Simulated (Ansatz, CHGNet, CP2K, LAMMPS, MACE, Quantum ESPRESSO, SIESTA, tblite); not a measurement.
**Other levels on Na+ PF6- in dimethyl sulfoxide and ethylene carbonate at 300 K (96 atoms)**

Density of this cell: 1.41 g/cm³. The cell holds 96 atoms: 19 C, 5 S, 14 O, 42 H, 2 P, 12 F and 2 Na. Cell: a = 10.520 Å, b = 10.520 Å, c = 10.520 Å, α = 90.0°, β = 90.0°, γ = 90.0°. 5 dimethyl sulfoxide, 3 ethylene carbonate, 2 Na+, 2 PF6- placed at random, at 1.41 g/cm³; overlaps pushed apart, then 10 ps at 550 K with stiff harmonic cages for PF6 and BF4 with UFF radii; Joung-Cheatham ions (J. Phys. Chem. B 112, 9020 (2008)); MMFF94 bonds, angles, torsions, charges and radii (Halgren, J. Comput. Chem. 17, 490 (1996)) in harmonic and 12-6 forms; charges of ions scaled by 0.8. Snapshot after 30 ps at 300 K and fixed volume.

Geometry: as built.

The reference, a calculation:

```
method                                           : Kohn-Sham DFT, PBE, SSSP efficiency 1.3.0 pseudopotentials, plane waves (Quantum ESPRESSO 7.5); sssp-pbe-1.3.0-efficiency, cutoffs 60/480 Ry, Γ point
r.m.s. force component                           : 1.032 eV/Å
longest force                                    : 5.089 eV/Å
pressure                                         : 3.572 GPa
gap (highest filled to lowest empty level) : 4.066 eV
time                                             : 97 s on 4 MPI ranks of Arm Neoverse V2, shared host
CPU time                                         : 6.5 min
```

Runs, in no order:
A. MACE MPA-0 medium potential: machine-learned interatomic potential MACE MPA-0 medium, trained on PBE(+U) plane-wave data
B. CP2K PBE, DZVP-MOLOPT-SR, 1200/50 Ry, TRS4 filter 1e-03, SCF 1e-04: Kohn-Sham DFT, PBE, GTH-PBE pseudopotentials, Gaussian and plane waves, DZVP-MOLOPT-SR-GTH, linear-scaling purification of the density matrix
C. SIESTA PBE, DZ, shift 0.01 Ry, mesh 500 Ry: Kohn-Sham DFT, PBE, PseudoDojo 0.4.1 norm-conserving pseudopotentials (converted to PSML), numerical atomic orbitals (DZ), diagonalisation
D. CHGNet r2SCAN potential: machine-learned interatomic potential CHGNet r2SCAN, trained on r2SCAN plane-wave data
E. CP2K PBE, DZVP-MOLOPT-SR, 1200/50 Ry, TRS4 filter 1e-07, SCF 1e-07: Kohn-Sham DFT, PBE, GTH-PBE pseudopotentials, Gaussian and plane waves, DZVP-MOLOPT-SR-GTH, linear-scaling purification of the density matrix

**Question.** Rank the runs by how far their forces lie from the reference's, least first.

E, A, D, B, C.

```
                                                                  run  Δ force, r.m.s. (meV/Å)  share of r.m.s. force (%)  CPU time
E. CP2K PBE, DZVP-MOLOPT-SR, 1200/50 Ry, TRS4 filter 1e-07, SCF 1e-07                      100                       9.73   7.9 min
                                       A. MACE MPA-0 medium potential                      193                       18.7     7.7 s
                                           D. CHGNet r2SCAN potential                      362                       35.1     3.4 s
B. CP2K PBE, DZVP-MOLOPT-SR, 1200/50 Ry, TRS4 filter 1e-03, SCF 1e-04                      916                       88.8   2.1 min
                        C. SIESTA PBE, DZ, shift 0.01 Ry, mesh 500 Ry                     1718                        167      87 s
```

Machine-learned potentials mimic data converged in k, so the reference's own k-point error enters their differences. The network of contacts between molecules at the start is that of the classical potential that made the cell, and needn't be the one that DFT or experiment would give. The electronic-structure runs sample only Γ, in a cell whose shortest periodic width is 11 Å.

[Logs are printed without paths, hosts, clocks, repeated set-up lines and the standing remarks that a program may print on its own settings, such as how far it seeks lower states.]

[Hosts, paths, dates, database ids (printed as entryN), source tags and the programs' standing remarks are cut or masked in the printed files.]

[The MMFF94 radii named for the starting cell were scaled by 0.96; in molecules described by MMFF94, hydrogen bound to N, O or S took a small fixed 12-6 site in their place.]
